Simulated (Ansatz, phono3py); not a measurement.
# CdS (Greenockite, P6_3mc): solver, mesh and scattering choices in phono3py, part 2 of 5

Wanted: the sensitivity of κ of CdS (Greenockite) to the choices of the transport step.

What experiment has found for this phase:
- thermal conductivity 16 W/m/K near room temperature (given in “Combining the AFLOW GIBBS and Elastic Libraries to efficiently and robustly screen thermo-mechanical properties of solids”, 2017, arXiv:1611.05714)

Ansatz 0.2.0 and phono3py 4.10.0; DFT LDA, scalar-relativistic, plane waves, PAW; PAW set soft_1 (the session's first sound run).

So far, κ at 300 K (W/m/K): step 3 (relaxation-time solution) 15.4; step 5 (isotopes none) 17.3.

The database entry behind the starting cell differs from later determinations by our own check (about 0.35 % long), so it need not match the best structure at ambient conditions.

## 6. Another q-mesh, third order supercell 3×3×2, supercell 3×3×2

Level of this step: DFT LDA, scalar-relativistic, plane waves, PAW; PAW set soft_1; phono3py on Ansatz's force constants (phono3py).

The q-mesh of the transport sums changes, with the same scattering terms.

File phono3py.yaml:

```yaml
phono3py:
  version: "4.10.0"
  frequency_unit_conversion_factor: 15.633302
  symmetry_tolerance: 1.00000e-05

physical_unit:
  atomic_mass: "AMU"
  length: "angstrom"

space_group:
  type: "P6_3mc"
  number: 186
  Hall_symbol: "P 6c -2c"

primitive_matrix:
- [  1.000000000000000,  0.000000000000000,  0.000000000000000 ]
- [  0.000000000000000,  1.000000000000000,  0.000000000000000 ]
- [  0.000000000000000,  0.000000000000000,  1.000000000000000 ]

supercell_matrix:
- [   3,   0,   0 ]
- [   0,   3,   0 ]
- [   0,   0,   2 ]

# [primitive_cell block left out]
unit_cell:
  lattice:
  - [     4.073843609889433,    -0.000000000028867,     0.000000000000000 ] # a
  - [    -2.036921804919716,     3.528052057223585,     0.000000000000000 ] # b
  - [     0.000000000000000,     0.000000000000000,     6.638760861100000 ] # c
  points:
  - symbol: Cd # 1
    coordinates: [  0.333333333333333,  0.666666666666667, -0.000535718500000 ]
    mass: 112.414000
    reduced_to: 1
  - symbol: Cd # 2
    coordinates: [  0.666666666666667,  0.333333333333333,  0.499464281500000 ]
    mass: 112.414000
    reduced_to: 2
  - symbol: S # 3
    coordinates: [  0.333333333333333,  0.666666666666667,  0.375535718500000 ]
    mass: 32.060000
    reduced_to: 3
  - symbol: S # 4
    coordinates: [  0.666666666666667,  0.333333333333333,  0.875535718500000 ]
    mass: 32.060000
    reduced_to: 4

# [supercell block left out]
phonon_supercell_matrix:
- [   3,   0,   0 ]
- [   0,   3,   0 ]
- [   0,   0,   2 ]

# [phonon_primitive_cell block left out]
# [phonon_supercell block left out]
nac:
  born_effective_charge:
  - # 1 (Cd)
    - [  2.064341894704158,  0.000000000000000,  0.000000000000000 ]
    - [  0.000000000000000,  2.064341894704158,  0.000000000000000 ]
    - [  0.000000000000000,  0.000000000000000,  2.163932318927105 ]
  - # 2 (Cd)
    - [  2.064341894704158,  0.000000000000000,  0.000000000000000 ]
    - [  0.000000000000000,  2.064341894704158,  0.000000000000000 ]
    - [  0.000000000000000,  0.000000000000000,  2.163932318927105 ]
  - # 3 (S)
    - [ -2.064341894704158,  0.000000000000000,  0.000000000000000 ]
    - [  0.000000000000000, -2.064341894704158,  0.000000000000000 ]
    - [  0.000000000000000,  0.000000000000000, -2.163932318927105 ]
  - # 4 (S)
    - [ -2.064341894704158,  0.000000000000000,  0.000000000000000 ]
    - [  0.000000000000000, -2.064341894704158,  0.000000000000000 ]
    - [  0.000000000000000,  0.000000000000000, -2.163932318927105 ]
  dielectric_constant:
    - [  6.409958018941685,  0.000000000000000,  0.000000000000000 ]
    - [ -0.000000000000001,  6.409958018941684,  0.000000000000000 ]
    - [  0.000000000000000,  0.000000000000000,  6.516668704070238 ]
  unit_conversion_factor: 14.399645
```

Command:

```console
$ phono3py phono3py.yaml --mesh 3 3 3 --br --isotope --ts 100 300 600
```

The log of the run:

```text
[banner, memory and clock lines left out]
Rust backend (phonors) using rayon (8 threads).
Running in phono3py.load mode.
Spglib version 2.8.0
----------------------------- General settings -----------------------------
Run mode: conductivity-RTA
HDF5 data compression filter: gzip
Crystal structure was read from "phono3py.yaml".
Supercell (dim): [3 3 2]
Phonon supercell (dim-fc2): [3 3 2]
Primitive matrix:
  [1. 0. 0.]
  [0. 1. 0.]
  [0. 0. 1.]
Spacegroup: P6_3mc (186)
Use -v option to watch primitive cell, unit cell, and supercell structures.
NAC parameters were read from "phono3py.yaml".
fc3 was read from "fc3.hdf5".
fc2 was read from "fc2.hdf5".
----------------------------- Force constants ------------------------------
Max drift of fc3: 0.00000300 (zzz) 0.00000300 (zzz) 0.00000300 (zzz)
Max drift of fc2: -0.00000600 (zz) -0.00000600 (zz)
--------------------------- Calculation settings ---------------------------
Non-analytical term correction (NAC): True
NAC unit conversion factor:  14.39964
BZ integration: Tetrahedron-method
Temperature:  100.0  300.0  600.0
Cutoff frequency: 0.01
Mesh sampling: [ 3 3 3 ]
Generating grid system ... [ 3 3 3 ]
fc3-r2q-transformation over three atoms: True
--------------------------- Phonon calculations ----------------------------
  PRB 50, 13035(R) (1994), PRB 55, 10355 (1997)
  G-cutoff distance: 0.91, Number of G-points: 313, Lambda: 0.24
Running harmonic phonon calculations...
-------------------- Lattice thermal conductivity (RTA) --------------------
Running heat capacity calculations...
Running velocity calculations...
Running isotope scattering calculations with tetrahedron method...
======================= Grid point 0 (1/6) =======================
q-point: ( 0.00  0.00  0.00)
Boundary mean free path (millimeter): 1000.000
Mass variance parameters: 2.72e-04 2.72e-04 1.65e-04 1.65e-04
Number of triplets: 6
Frequency     group velocity (x, y, z)     |gv|
  -0.004   (   0.000    0.000    0.000)    0.000
  -0.003   (   0.000    0.000    0.000)    0.000
   0.002   (   0.000    0.000    0.000)    0.000
   1.260   (   0.000   -0.000    0.000)    0.000
   1.260   (   0.000    0.000    0.000)    0.000
   4.103   (  -0.000    0.000   -0.000)    0.000
   7.210   (   0.000    0.000   -0.000)    0.000
   7.423   (   0.000    0.000    0.000)    0.000
   7.423   (   0.000   -0.000   -0.000)    0.000
   7.815   (   0.000   -0.000    0.000)    0.000
   7.815   (   0.000   -0.000   -0.000)    0.000
   9.198   (   0.000    0.000    0.000)    0.000
======================= Grid point 1 (2/6) =======================
q-point: ( 0.33  0.00  0.00)
Boundary mean free path (millimeter): 1000.000
Mass variance parameters: 2.72e-04 2.72e-04 1.65e-04 1.65e-04
Number of triplets: 8
Frequency     group velocity (x, y, z)     |gv|
   1.141   (   5.929    3.423    0.000)    6.847
   1.485   (   9.932    5.734    0.000)   11.469
   1.617   (   7.200    4.157    0.000)    8.313
   2.264   (  -2.654   -1.532    0.000)    3.065
[...]
[3 grid points left out]
======================= Grid point 17 (6/6) =======================
q-point: ( 0.33  0.33  0.33)
Boundary mean free path (millimeter): 1000.000
Mass variance parameters: 2.72e-04 2.72e-04 1.65e-04 1.65e-04
Number of triplets: 7
Frequency     group velocity (x, y, z)     |gv|
[...]
4.184   (  -1.218   -2.110    4.451)    5.074
   4.184   (   1.218    2.110    4.451)    5.074
   8.175   (  -0.920   -1.593   -2.766)    3.322
   8.175   (   0.920    1.593   -2.766)    3.322
   8.730   (  -0.956   -1.656    0.139)    1.917
   8.730   (   0.956    1.655    0.139)    1.917
   8.821   (   0.000    0.000    5.991)    5.991
   9.128   (   0.000    0.000   -5.086)    5.086
=================== End of collection of collisions ===================
----------- Thermal conductivity (W/m-k) with tetrahedron method -----------
#  T(K)        xx         yy         zz         yz         xz         xy
  100.0      12.878     12.878     44.630      0.000      0.000     -0.000
  300.0       5.740      5.740     14.852      0.000      0.000     -0.000
  600.0       3.277      3.277      7.657      0.000      0.000     -0.000

Thermal conductivity related properties were written into
"kappa-m333.hdf5".
Summary of calculation was written in "phono3py.yaml".
```

Run time: 1.3 s. Hardware: 8 threads of Intel Xeon at 2.70GHz, shared host; peak memory 0.08 GiB.

Numbers from this step:

| Quantity | Value |
| --- | --- |
| κ at 300 K | 8.778 W/m/K |
| κ xx, yy, zz at 300 K | 5.74, 5.74, 14.85 W/m/K |

W/m/K. Kappa, by row:

| T (K) | xx | yy | zz | yz | xz | xy |
| --- | --- | --- | --- | --- | --- | --- |
| 100 | 12.88 | 12.88 | 44.63 | 0 | 0 | 0 |
| 300 | 5.74 | 5.74 | 14.85 | 0 | 0 | 0 |
| 600 | 3.277 | 3.277 | 7.657 | 0 | 0 | 0 |

This mesh is too coarse for the transport sums: κ at 300 K comes out at 8.78 against 15.4 W/(m K) in the base run.

## 7. Another q-mesh, third order supercell 3×3×2, supercell 3×3×2 (run 2)

The q-mesh of the transport sums changes, with the same scattering terms.

phono3py.yaml is that of step 6.

Command:

```console
$ phono3py phono3py.yaml --mesh 7 7 3 --br --isotope --ts 100 300 600
```

The log of the run:

```text
[banner, memory and clock lines left out]
Rust backend (phonors) using rayon (8 threads).
Running in phono3py.load mode.
Spglib version 2.8.0
----------------------------- General settings -----------------------------
Run mode: conductivity-RTA
HDF5 data compression filter: gzip
Crystal structure was read from "phono3py.yaml".
Supercell (dim): [3 3 2]
Phonon supercell (dim-fc2): [3 3 2]
Primitive matrix:
  [1. 0. 0.]
  [0. 1. 0.]
  [0. 0. 1.]
Spacegroup: P6_3mc (186)
Use -v option to watch primitive cell, unit cell, and supercell structures.
[...]
8.905   (  -1.780   -3.083    1.889)    4.030
   9.107   (   0.993    1.719   -4.421)    4.846
=================== End of collection of collisions ===================
----------- Thermal conductivity (W/m-k) with tetrahedron method -----------
#  T(K)        xx         yy         zz         yz         xz         xy
  100.0      38.478     38.478     40.906      0.000     -0.000     -0.000
  300.0      14.364     14.364     13.291      0.000     -0.000     -0.000
  600.0       7.665      7.665      6.809      0.000      0.000     -0.000

Thermal conductivity related properties were written into
"kappa-m773.hdf5".
Summary of calculation was written in "phono3py.yaml".
```

Run time: 1.1 s. Hardware: 8 threads; peak memory 0.08 GiB.

W/m/K. Kappa, by row:

| T (K) | xx | yy | zz | yz | xz | xy |
| --- | --- | --- | --- | --- | --- | --- |
| 100 | 38.48 | 38.48 | 40.91 | 0 | 0 | 0 |
| 300 | 14.36 | 14.36 | 13.29 | 0 | 0 | 0 |
| 600 | 7.665 | 7.665 | 6.809 | 0 | 0 | 0 |

κ at 300 K goes from 15.4 in the base run to 14.0 W/(m K).

## 8. Another q-mesh, third order supercell 3×3×2, supercell 3×3×2 (run 3)

The q-mesh of the transport sums changes, with the same scattering terms.

phono3py.yaml is that of step 7.

Command:

```console
$ phono3py phono3py.yaml --mesh 9 9 5 --br --isotope --ts 100 300 600
```

The log of the run:

```text
[banner, memory and clock lines left out]
Rust backend (phonors) using rayon (8 threads).
Running in phono3py.load mode.
Spglib version 2.8.0
----------------------------- General settings -----------------------------
Run mode: conductivity-RTA
HDF5 data compression filter: gzip
Crystal structure was read from "phono3py.yaml".
Supercell (dim): [3 3 2]
Phonon supercell (dim-fc2): [3 3 2]
Primitive matrix:
  [1. 0. 0.]
  [0. 1. 0.]
  [0. 0. 1.]
Spacegroup: P6_3mc (186)
Use -v option to watch primitive cell, unit cell, and supercell structures.
[...]
8.883   (   0.000    0.000    6.391)    6.391
   9.073   (   0.000    0.000   -5.776)    5.776
=================== End of collection of collisions ===================
----------- Thermal conductivity (W/m-k) with tetrahedron method -----------
#  T(K)        xx         yy         zz         yz         xz         xy
  100.0      41.897     41.897     49.731     -0.000     -0.000     -0.000
  300.0      14.707     14.707     15.652      0.000     -0.000     -0.000
  600.0       7.686      7.686      8.035      0.000     -0.000     -0.000

Thermal conductivity related properties were written into
"kappa-m995.hdf5".
Summary of calculation was written in "phono3py.yaml".
```

Run time: 2.6 s. Hardware: 8 threads; peak memory 0.08 GiB.

κ at 300 K goes from 15.4 in the base run to 15.0 W/(m K).

## 9. Another q-mesh, third order supercell 3×3×2, supercell 3×3×2 (run 4)

The q-mesh of the transport sums changes, with the same scattering terms.

phono3py.yaml is that of step 8.

Command:

```console
$ phono3py phono3py.yaml --mesh 13 13 7 --br --isotope --ts 100 300 600
```

The log of the run:

```text
[banner, memory and clock lines left out]
Rust backend (phonors) using rayon (8 threads).
Running in phono3py.load mode.
Spglib version 2.8.0
----------------------------- General settings -----------------------------
Run mode: conductivity-RTA
HDF5 data compression filter: gzip
Crystal structure was read from "phono3py.yaml".
Supercell (dim): [3 3 2]
Phonon supercell (dim-fc2): [3 3 2]
Primitive matrix:
  [1. 0. 0.]
  [0. 1. 0.]
  [0. 0. 1.]
Spacegroup: P6_3mc (186)
Use -v option to watch primitive cell, unit cell, and supercell structures.
[...]
8.926   (  -0.919   -1.591    5.268)    5.579
   9.047   (   0.145    0.251   -5.610)    5.617
=================== End of collection of collisions ===================
----------- Thermal conductivity (W/m-k) with tetrahedron method -----------
#  T(K)        xx         yy         zz         yz         xz         xy
  100.0      46.087     46.087     51.012     -0.000     -0.000     -0.000
  300.0      15.206     15.206     15.723     -0.000     -0.000     -0.000
  600.0       7.852      7.852      8.000     -0.000     -0.000     -0.000

Thermal conductivity related properties were written into
"kappa-m13137.hdf5".
Summary of calculation was written in "phono3py.yaml".
```

Elapsed: 11 s, on 8 threads; peak memory 0.09 GiB; 75 s of CPU time.

κ at 300 K goes from 15.4 in the base run to 15.4 W/(m K).

## 10. Another q-mesh, third order supercell 3×3×2, supercell 3×3×2 (run 5)

The q-mesh of the transport sums changes, with the same scattering terms.

phono3py.yaml is that of step 9.

Command:

```console
$ phono3py phono3py.yaml --mesh 17 17 9 --br --isotope --ts 100 300 600
```

The log of the run:

```text
[banner, memory and clock lines left out]
Rust backend (phonors) using rayon (8 threads).
Running in phono3py.load mode.
Spglib version 2.8.0
----------------------------- General settings -----------------------------
Run mode: conductivity-RTA
HDF5 data compression filter: gzip
Crystal structure was read from "phono3py.yaml".
Supercell (dim): [3 3 2]
Phonon supercell (dim-fc2): [3 3 2]
Primitive matrix:
  [1. 0. 0.]
  [0. 1. 0.]
  [0. 0. 1.]
Spacegroup: P6_3mc (186)
Use -v option to watch primitive cell, unit cell, and supercell structures.
[...]
8.936   (   0.903   -1.564    5.890)    6.160
   9.035   (   0.265   -0.459   -5.842)    5.866
=================== End of collection of collisions ===================
----------- Thermal conductivity (W/m-k) with tetrahedron method -----------
#  T(K)        xx         yy         zz         yz         xz         xy
  100.0      45.673     45.673     52.696      0.000      0.000     -0.000
  300.0      15.082     15.082     16.215      0.000      0.000     -0.000
  600.0       7.779      7.779      8.253      0.000      0.000     -0.000

Thermal conductivity related properties were written into
"kappa-m17179.hdf5".
Summary of calculation was written in "phono3py.yaml".
```

Wall time 45 s (8 threads); peak memory 0.1 GiB; 5.5 min of CPU time.

κ at 300 K goes from 15.4 in the base run to 15.5 W/(m K).

## 11. Another q-mesh, third order supercell 3×3×2, supercell 3×3×2 (run 6)

The q-mesh of the transport sums changes, with the same scattering terms.

phono3py.yaml is that of step 10.

Command:

```console
$ phono3py phono3py.yaml --mesh 21 21 11 --br --isotope --ts 100 300 600
```

The log of the run:

```text
[banner, memory and clock lines left out]
Rust backend (phonors) using rayon (8 threads).
Running in phono3py.load mode.
Spglib version 2.8.0
----------------------------- General settings -----------------------------
Run mode: conductivity-RTA
HDF5 data compression filter: gzip
Crystal structure was read from "phono3py.yaml".
Supercell (dim): [3 3 2]
Phonon supercell (dim-fc2): [3 3 2]
Primitive matrix:
  [1. 0. 0.]
  [0. 1. 0.]
  [0. 0. 1.]
Spacegroup: P6_3mc (186)
Use -v option to watch primitive cell, unit cell, and supercell structures.
[...]
8.936   (   0.000    0.000    6.480)    6.480
   9.024   (   0.000    0.000   -6.184)    6.184
=================== End of collection of collisions ===================
----------- Thermal conductivity (W/m-k) with tetrahedron method -----------
#  T(K)        xx         yy         zz         yz         xz         xy
  100.0      45.726     45.726     52.174     -0.000      0.000     -0.000
  300.0      15.173     15.173     16.113     -0.000      0.000     -0.000
  600.0       7.827      7.827      8.187      0.000      0.000     -0.000

Thermal conductivity related properties were written into
"kappa-m212111.hdf5".
Summary of calculation was written in "phono3py.yaml".
```

Wall time 2.2 min (8 threads); peak memory 0.11 GiB.

W/m/K. Kappa, by row:

| T (K) | xx | yy | zz | yz | xz | xy |
| --- | --- | --- | --- | --- | --- | --- |
| 100 | 45.73 | 45.73 | 52.17 | 0 | 0 | 0 |
| 300 | 15.17 | 15.17 | 16.11 | 0 | 0 | 0 |
| 600 | 7.827 | 7.827 | 8.187 | 0 | 0 | 0 |

κ at 300 K goes from 15.4 in the base run to 15.5 W/(m K).

## 12. Mesh convergence

This step: DFT LDA, scalar-relativistic, plane waves, PAW; PAW set soft_1 (phono3py 4.10.0).

Series, by row:

| q mesh | kappa at 100 K (W/m/K) | kappa at 300 K (W/m/K) | kappa at 600 K (W/m/K) | seconds |
| --- | --- | --- | --- | --- |
| 3x3x3 | 23.46 | 8.777 | 4.737 | 1.3 |
| 7x7x3 | 39.29 | 14 | 7.38 | 1.13 |
| 9x9x5 | 44.51 | 15.02 | 7.802 | 2.65 |
| 13x13x7 | 47.73 | 15.38 | 7.901 | 11.33 |
| 17x17x9 | 48.01 | 15.46 | 7.937 | 45.08 |
| 21x21x11 | 47.88 | 15.48 | 7.947 | 134.3 |

[end of part 2 of 5]

[Logs are printed without paths, hosts, clocks, repeated set-up lines and the standing remarks that a program may print on its own settings, such as how far it seeks lower states.]

[Hosts, paths, dates, database ids (printed as entryN), source tags and the programs' standing remarks are cut or masked in the printed files.]

[A step with changed settings may run another functional than the one named; its input shows which.]
